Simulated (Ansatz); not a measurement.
# Cs2ReF4 (started from the K2NiF4 type) (I4/mmm): how robust is the cRPA U?

Wanted: the sensitivity and cost of U and J for Cs2ReF4 (started from the K2NiF4 type) (I4/mmm).

Main program and level: Ansatz 0.2.0; constrained RPA on PBEsol, plane waves, PAW.

The structure was built from a prototype and need not be the compound's stable phase.

### Step 1. The starting structure

The structure is tetragonal, space group I4/mmm (No. 139). Conventional cell: a = 4.246 Å, b = 4.246 Å, c = 14.596 Å, α = 90.00°, β = 90.00°, γ = 90.00°. Nearest to Cs lie 9 F at 3.00 to 3.04 Å. Re has 6 F at 2.12 to 2.13 Å nearest. Nearest to F lie 2 Re at 2.12 Å and 4 Cs at 3.00 Å. Nearest to F lie 1 Re at 2.13 Å and 5 Cs at 3.00 to 3.04 Å. Farther neighbours and most contacts between anions are not listed.

The structure was relaxed with PBEsol. The structure type comes from a generator and need not be one that this composition takes. The structure was generated from a model, not taken from a measurement. The runs that relaxed it are not among those shown. The program's search for lower electronic states was switched off, so nothing shows that the state found is the lowest. Spin-orbit coupling is left out unless a step names it. The default PAW set here is soft_2. Its files were made with PBE.

### Step 2. Base: Re t2g, bands v3 to v1, 4×4×4 mesh, medium accuracy

Constrained RPA screens the interaction with every transition except those inside the target bands, which a later many-body model would treat itself.

File input.yaml:

```yaml
crystal:
  lattice:
    - [2.12297331, -2.12297331, 7.29814517]
    - [-2.12297331, 2.12297331, 7.29814517]
    - [-2.12297331, -2.12297331, -7.29814517]
  atoms:
    - { symbol: Cs, position: [0.3543751637, 0.3543751637, 0.0] }
    - { symbol: Cs, position: [0.6456248363, 0.6456248363, 0.0] }
    - { symbol: Re, position: [0.0, 0.0, 0.0] }
    - { symbol: F, position: [0.0, 0.5, 0.5] }
    - { symbol: F, position: [0.5, 0.0, 0.5] }
    - { symbol: F, position: [0.1457693893, 0.1457693893, 0.0] }
    - { symbol: F, position: [0.8542306107, 0.8542306107, 0.0] }
kpoints:
  mp_grid: { grid: [8, 8, 8] }
hamiltonian:
  xc: pbesol
scf:
  occupations: { method: gaussian, width: 0.08 }
  n_extra_bands: 19
  max_iter: 150
  lower_state_search: "off"
output:
  crpa:
    kmesh: [4, 4, 4]
    target_bands: [v3, v1]
    projections: [{ species: Re, l: d, shell: 5, orbitals: [dxz, dyz, dxy] }]
  local_orbitals:
    kmesh: [8, 8, 8]
    orbitals: [{ species: Re, l: d, shell: 5, orbitals: [dxz, dyz, dxy] }]
    window: { bands: [v3, v1] }
    seedname: lo
```

Command:

```sh
$ ansatz run input.yaml --threads 4 --pin off --max-ram 14745MiB --backend cpu --events-out ev --progress --plain --runs-dir out
```

Numbers of over 12 decimals in the logs are rounded to 6 here.

Log:

```text
scf.n_extra_bands = 19 over 31 filled bands (N_el = 61.0): the run solves 50 bands
Engine: ansatz 0.2.0, aarch64-unknown-linux-gnu
Pseudopotentials: kind: paw
Pseudopotential: Cs, paw, valence charge 9, recommended cutoff 420 eV (normal), Cs.paw.azcp
Pseudopotential: Re, paw, valence charge 15, recommended cutoff 420 eV (normal), Re.paw.azcp
Pseudopotential: F, paw, valence charge 7, recommended cutoff 420 eV (normal), F.paw.azcp
Functional definition: PBEsol
  exchange = pbesol_x
  correlation = pbesol_c
Crystal: 7 atoms, lattice volume = 131.571 Å³
Basis set: ecut = 420 eV, 2569 PW (Γ)
Bands: 50, of which v1, the nominal top of the filled ones, is band 31 counted from 1 (30 counted from 0)
Symmetry: 16 space group operations
Space group: I4/mmm (ITA 139), of the structure as read, at distance tolerance 5.1e-5 Å
k-points: 59 of 512
Non-local potential: Cs, projectors of the file, l = 0: 3, l = 1: 2, l = 2: 2, l = 3: 2
Non-local potential: Re, projectors of the file, l = 0: 3, l = 1: 2, l = 2: 2, l = 3: 1
Non-local potential: F, projectors of the file, l = 0: 2, l = 1: 2, l = 2: 1
PAW form: soft (Blöchl's): semilocal exchange-correlation on the pseudo side does not see the compensation charge
PAW frozen core: Cs, regenerated for the run's functional, and the local potential with it (the file was generated under x = pbe(κ = 0.804, μ = 0.219515), c = pbe(β = 0.066725))
PAW frozen core: Re, regenerated for the run's functional, and the local potential with it (the file was generated under x = pbe(κ = 0.804, μ = 0.219515), c = pbe(β = 0.066725))
PAW frozen core: F, regenerated for the run's functional, and the local potential with it (the file was generated under x = pbe(κ = 0.804, μ = 0.219515), c = pbe(β = 0.066725))
PAW one-centre angular grid: Cs, 194 points (default); XC on 64 Gauss nodes
PAW one-centre angular grid: Re, 590 points (default); XC on 64 Gauss nodes
PAW one-centre angular grid: F, 110 points (default); XC on 64 Gauss nodes
Initial density: superposition of atomic densities (neutral atoms: chi_scale 0, normalization atom), corrected by the library's trained network
Initial wavefunctions: pseudopotential atomic-orbital guess
Functional: x = pbesol(κ = 0.804, μ = 0.123457), c = pbesol(β = 0.046)
SCF iter   1: F=—  HF=-25111.473029 eV  |F-HF|=—  |Δ(HF+E_count)|=         —  Δρ=1.34e-2  dr2=1.59e-1  ethr=1.77e-3  ⟨swp⟩=6.3  Hψ=13197  notcnv=0  defer=324
preconditioner: auto → LDOS  [metal: Δε(μ)=0.009 eV  Ē_g=12.731 eV  σ=0.080 eV  W_gap=0.06  n_scr=32 (ndim 8)  ℏωp=20.7 eV  f_vac=0.068  D(μ)=6.65/eV (n_scr^D=54)  β→1.0]
SCF iter   2: F=—  HF=-25111.442961 eV  |F-HF|=—  |Δ(HF+E_count)|=   3.01e-2  Δρ=7.92e-3  dr2=4.07e-2  ethr=2.60e-4  ⟨swp⟩=2.3  Hψ=5287  notcnv=0  defer=803
[...]
SCF 1 converged in 10 iterations: F = -25111.432338 eV  dr2 = 1.68e-8
[...]
NSCF: frozen V_eff on 63 k-points
NSCF: frozen V_eff on 13 k-points
[...]
cRPA screening: q 1/64
cRPA screening: q 2/64
cRPA screening: q 6/64 (q-point 3)
cRPA screening: q 8/64 (q-point 5)
cRPA screening: q 16/64 (q-point 6)
cRPA screening: q 32/64 (q-point 9)
cRPA screening: q 36/64 (q-point 10)
cRPA screening: q 44/64 (q-point 22)
cRPA screening: q 46/64 (q-point 24)
cRPA screening: q 48/64 (q-point 27)
cRPA screening: q 56/64 (q-point 30)
cRPA screening: q 60/64 (q-point 31)
cRPA screening: q 64/64 (q-point 43)
SCF converged after 10 iterations
Free energy (F): -25111.432338 eV
Harris-Foulkes:  -25111.432338 eV  (|F-HF|=5.56e-9)
Internal energy: -25111.411360 eV  (E = F + TS)
E sigma→0 (E₀):  -25111.421849 eV
Entropy (-TS):   -0.020978 eV (-2.997 meV/atom)
Fermi energy:    10.183179 eV
--- Per-component energies (eV) ---
  E_band       = -388.038842
  E_kinetic    = 1652.486708
  E_local      = -5481.584250  (includes V_loc(G=0)·N_el)
  E_nonlocal   = 415.426724
  E_hartree    = 2218.669195
  E_xc         = -1059.383237
  E_vxc        = -960.191691  (∫ρ·V_xc dr)
  E_paw        = -19273.294496  (= ΣΔE_a)
  E_vpaw       = -451.525042  (= ΣTr[D̂ρ^β])
  E_aug_tail   = 0.007974  (compensation charges beyond the density's cutoff)
  E_ewald      = -3584.431330
  E_core_change = 0.691352  (= ΣΔE_core)
  E_smearing   = -0.020978  (= −TS)
  E_closure    = 0.000000  (closes the sum)
  Σ components = -25111.432338   (vs F -25111.432338, Δ=0.00e0)
--- Band table (eV; the first three rows and the last of 59) ---
  k-point 0: bands = [... 27 lower, 4.1643, 8.6961, 9.3306, 9.3306, 10.5197, 10.5681, 11.5815, 12.0303, ... 15 higher]
  k-point 1: bands = [... 27 lower, 4.1805, 9.0011, 9.4415, 9.4885, 11.0418, 11.1353, 11.8159, 12.3552, ... 15 higher]
  k-point 2: bands = [... 27 lower, 4.2368, 9.6575, 9.7336, 9.8357, 12.1471, 12.1572, 12.5341, 12.8879, ... 15 higher]
  k-point 58: bands = [... 27 lower, 4.2670, 8.6974, 9.4201, 9.4201, 10.5318, 10.9991, 11.8301, 12.0094, ... 15 higher]
--- cRPA (band scheme, projected local orbitals): target bands 29..31 (1-based), 3 Wannier function(s), 4×4×4 mesh, 62 bands' worth read of 67 solved, ecut_chi 136.0 eV, v(q+G=0) probe_charge, pair densities all_electron ---
  bands read: the sum over 62 bands ends inside a degenerate multiplet in 3 slots, whose members it reads at an even weight; the widest, k=23: bands 62 to 63 (counted from 1) at 1/2 each
  χ-basis size per q: N_G = 462..500
  window electrons = 5.0000, filled by tetrahedron_uncorrected; constrained ε̄⁻¹(q = 0, 0) head = 0.321266; min gauge Gram eig = 0.7883
  Kanamori averages over each shell's own Wannier functions (sites counted from 0, functions from 1):
    Site 2, 5D, 3 of 5 d orbitals (Wannier functions 1, 2, 3; wannier90's mr 2, 3, 5):
      screened: U = 4.2610 eV, U' = 3.5359 eV, J = 0.3225 eV
      screened, to within: U = 1.2e-2 eV, U' = 1.2e-2 eV, J = 5.5e-4 eV
      bare: V = 12.3556 eV, V' = 11.3548 eV, J = 0.4930 eV
  Hermiticity witness max|P − P†| over intra, direct and exchange elements: 4.44e-15 eV (screened), 4.89e-23 eV (bare)
  Reality witness max|Im| over intra, direct and exchange elements: 4.94e-18 eV (screened), 6.58e-19 eV (bare)
```

Wall time 5.5 min (4 threads of Arm Neoverse V2, shared host); peak memory 1.1 GiB; 22 min of CPU time.

Reading the cycles: dr2 is the Hartree energy of the density residual (eV), the measure of convergence; HF is the Harris–Foulkes estimate of the energy, which meets the free energy F at convergence.

Numbers from this step:

```
U                                                 : 4.261 eV
U prime (inter-orbital)                           : 3.536 eV
J                                                 : 0.3225 eV
bare V                                            : 12.36 eV
bare J                                            : 0.4930 eV
stated bound on U                                 : 0.01169 eV
U over bare V                                     : 0.3449
electrons in the window                           : 5.000
head of the constrained inverse dielectric matrix : 0.3213
least eigenvalue of the projection's overlap      : 0.7883
target functions                                  : 3
bands in the sums                                 : 62
r.m.s. miss of the model bands                    : 1.19e-4 eV
width of the target bands                         : 1.887 eV
weight of the projected orbitals in the window    : 0.8705
```

On the Re t2g shell, screening brings the on-site interaction from 12.4 eV down to U = 4.26 eV.

### Step 3. Changed: 2×2×2 mesh

input.yaml, as its differences from that of step 2:

```diff
@@ -24,9 +24,4 @@
   crpa:
-    kmesh: [4, 4, 4]
+    kmesh: [2, 2, 2]
     target_bands: [v3, v1]
     projections: [{ species: Re, l: d, shell: 5, orbitals: [dxz, dyz, dxy] }]
-  local_orbitals:
-    kmesh: [8, 8, 8]
-    orbitals: [{ species: Re, l: d, shell: 5, orbitals: [dxz, dyz, dxy] }]
-    window: { bands: [v3, v1] }
-    seedname: lo
```

Log:

```text
[...]
Crystal: 7 atoms, lattice volume = 131.571 Å³
Basis set: ecut = 420 eV, 2569 PW (Γ)
Bands: 50, of which v1, the nominal top of the filled ones, is band 31 counted from 1 (30 counted from 0)
Symmetry: 16 space group operations
[...]
k-points: 59 of 512
[...]
SCF iter   1: F=—  HF=-25111.473029 eV  |F-HF|=—  |Δ(HF+E_count)|=         —  Δρ=1.34e-2  dr2=1.59e-1  ethr=1.77e-3  ⟨swp⟩=6.3  Hψ=13197  notcnv=0  defer=324
[...]
SCF iter  10: F=-25111.432338 eV  HF=-25111.432338 eV  |F-HF|=5.56e-9  |Δ(HF+E_count)|=   2.36e-8  Δρ=4.20e-6  dr2=1.68e-8  ethr=1.64e-10  ⟨swp⟩=11.7  Hψ=12939  notcnv=0
SCF 1 converged in 10 iterations: F = -25111.432338 eV  dr2 = 1.68e-8
[...]
NSCF: frozen V_eff on 4 k-points
[...]
cRPA screening: q 1/8
cRPA screening: q 2/8
cRPA screening: q 4/8 (q-point 3)
cRPA screening: q 8/8
SCF converged after 10 iterations
Free energy (F): -25111.432338 eV
[...]
Internal energy: -25111.411360 eV  (E = F + TS)
E sigma→0 (E₀):  -25111.421849 eV
Entropy (-TS):   -0.020978 eV (-2.997 meV/atom)
Fermi energy:    10.183179 eV
[...]
--- Band table (eV; the first three rows and the last of 59) ---
  k-point 0: bands = [... 27 lower, 4.1643, 8.6961, 9.3306, 9.3306, 10.5197, 10.5681, 11.5815, 12.0303, ... 15 higher]
  k-point 1: bands = [... 27 lower, 4.1805, 9.0011, 9.4415, 9.4885, 11.0418, 11.1353, 11.8159, 12.3552, ... 15 higher]
  k-point 2: bands = [... 27 lower, 4.2368, 9.6575, 9.7336, 9.8357, 12.1471, 12.1572, 12.5341, 12.8879, ... 15 higher]
  k-point 58: bands = [... 27 lower, 4.2670, 8.6974, 9.4201, 9.4201, 10.5318, 10.9991, 11.8301, 12.0094, ... 15 higher]
[...]
χ-basis size per q: N_G = 462..474
[...]
Site 2, 5D, 3 of 5 d orbitals (Wannier functions 1, 2, 3; wannier90's mr 2, 3, 5):
      screened: U = 4.4358 eV, U' = 3.6932 eV, J = 0.3218 eV
      screened, to within: U = 1.2e-2 eV, U' = 1.2e-2 eV, J = 5.6e-4 eV
      bare: V = 12.5566 eV, V' = 11.5394 eV, J = 0.4984 eV
[...]
```

Elapsed: 24 s, on 4 threads; peak memory 0.91 GiB.

Numbers from this step:

```
U                                                 : 4.436 eV
U prime (inter-orbital)                           : 3.693 eV
J                                                 : 0.3218 eV
bare V                                            : 12.56 eV
bare J                                            : 0.4984 eV
stated bound on U                                 : 0.01145 eV
U over bare V                                     : 0.3533
electrons in the window                           : 5
head of the constrained inverse dielectric matrix : 0.2936
least eigenvalue of the projection's overlap      : 0.7883
target functions                                  : 3
bands in the sums                                 : 62
width of the target bands                         : 1.887 eV
weight of the projected orbitals in the window    : 0.8705
```

On the Re t2g shell, screening brings the on-site interaction from 12.6 eV down to U = 4.44 eV.

### Step 4. Changed: accuracy high

input.yaml, as its differences from that of step 3:

```diff
@@ -24,4 +24,5 @@
   crpa:
-    kmesh: [2, 2, 2]
+    kmesh: [4, 4, 4]
     target_bands: [v3, v1]
     projections: [{ species: Re, l: d, shell: 5, orbitals: [dxz, dyz, dxy] }]
+    accuracy: high
```

Log:

```text
[...]
Crystal: 7 atoms, lattice volume = 131.571 Å³
Basis set: ecut = 420 eV, 2569 PW (Γ)
Bands: 50, of which v1, the nominal top of the filled ones, is band 31 counted from 1 (30 counted from 0)
Symmetry: 16 space group operations
[...]
k-points: 59 of 512
[...]
k-point 58: bands = [... 27 lower, 4.2670, 8.6974, 9.4201, 9.4201, 10.5318, 10.9991, 11.8301, 12.0094, ... 15 higher]
[...]
χ-basis size per q: N_G = 462..500
[...]
Site 2, 5D, 3 of 5 d orbitals (Wannier functions 1, 2, 3; wannier90's mr 2, 3, 5):
      screened: U = 4.2625 eV, U' = 3.5374 eV, J = 0.3226 eV
      screened, to within: U = 7.0e-4 eV, U' = 7.0e-4 eV, J = 4.5e-5 eV
      bare: V = 12.3556 eV, V' = 11.3548 eV, J = 0.4930 eV
[...]
[key lines of the parts left out:]
SCF converged after 10 iterations
Free energy (F): -25111.432338 eV
Fermi energy:    10.183179 eV
```

It took 8.8 min on 4 threads; peak memory 1.2 GiB.

This step gave:

```yaml
u: 4.263 eV
u_prime_inter_orbital: 3.537 eV
j: 0.3226 eV
bare_v: 12.36 eV
bare_j: 0.4930 eV
stated_bound_on_u: 6.92e-4 eV
u_over_bare_v: 0.3450
electrons_in_the_window: 5.000
head_of_the_constrained_inverse_dielectric_matrix: 0.3213
least_eigenvalue_of_the_projection_s_overlap: 0.7883
target_functions: 3
bands_in_the_sums: 62
width_of_the_target_bands: 1.887 eV
weight_of_the_projected_orbitals_in_the_window: 0.8705
```

On the Re t2g shell, screening brings the on-site interaction from 12.4 eV down to U = 4.26 eV.

### Step 5. Changed: accuracy low

input.yaml, as its differences from that of step 4:

```diff
@@ -27,2 +27,2 @@
     projections: [{ species: Re, l: d, shell: 5, orbitals: [dxz, dyz, dxy] }]
-    accuracy: high
+    accuracy: low
```

Log:

```text
[...]
Crystal: 7 atoms, lattice volume = 131.571 Å³
Basis set: ecut = 420 eV, 2569 PW (Γ)
Bands: 50, of which v1, the nominal top of the filled ones, is band 31 counted from 1 (30 counted from 0)
Symmetry: 16 space group operations
[...]
k-points: 59 of 512
[...]
k-point 58: bands = [... 27 lower, 4.2670, 8.6974, 9.4201, 9.4201, 10.5318, 10.9991, 11.8301, 12.0094, ... 15 higher]
[...]
χ-basis size per q: N_G = 462..500
[...]
Site 2, 5D, 3 of 5 d orbitals (Wannier functions 1, 2, 3; wannier90's mr 2, 3, 5):
      screened: U = 4.2247 eV, U' = 3.5033 eV, J = 0.3212 eV
      screened, to within: U = 1.1e-1 eV, U' = 1.1e-1 eV, J = 6.1e-3 eV
      bare: V = 12.3556 eV, V' = 11.3548 eV, J = 0.4930 eV
[...]
[key lines of the parts left out:]
SCF converged after 10 iterations
Free energy (F): -25111.432338 eV
Fermi energy:    10.183179 eV
```

The job ended after 4.4 min (4 threads; peak memory 1 GiB).

This step gave:

```
U                                                 : 4.225 eV
U prime (inter-orbital)                           : 3.503 eV
J                                                 : 0.3212 eV
bare V                                            : 12.36 eV
bare J                                            : 0.4930 eV
stated bound on U                                 : 0.1065 eV
U over bare V                                     : 0.3419
electrons in the window                           : 5.000
head of the constrained inverse dielectric matrix : 0.3211
least eigenvalue of the projection's overlap      : 0.7883
target functions                                  : 3
bands in the sums                                 : 62
width of the target bands                         : 1.887 eV
weight of the projected orbitals in the window    : 0.8705
```

On the Re t2g shell, screening brings the on-site interaction from 12.4 eV down to U = 4.22 eV.

### Step 6. Changed: orbitals of another atom

input.yaml, as its differences from that of step 5:

```diff
@@ -26,3 +26,2 @@
     target_bands: [v3, v1]
-    projections: [{ species: Re, l: d, shell: 5, orbitals: [dxz, dyz, dxy] }]
-    accuracy: low
+    projections: [{ species: F, l: p }]
```

Log:

```text
Error: invalid value for `output.crpa.projections`: 12 orbital(s) selected but the target window spans 3 band(s); name one orbital per band of it
```

The job ended after 0.12 s (4 threads; peak memory 0.097 GiB).

The program refused the input before any cycle.

The program's message: “Error: invalid value for `output.crpa.projections`: 12 orbital(s) selected but the target window spans 3 band(s); name one orbital per band of it”

The fault put into this input: trial orbitals that do not match the target bands.

[end of part 1 of 2]

[Paths, hosts, dates, memory and timing lines, banners, echoed tables and standing remarks are left out of the program output.]

[Logs are printed without paths, hosts, clocks, repeated set-up lines and the standing remarks that a program may print on its own settings, such as how far it seeks lower states.]

[Runs of the session that timed out or met a known fault of the program may be left out.]

[Hosts, paths, dates, database ids (printed as entryN), source tags and the programs' standing remarks are cut or masked in the printed files.]
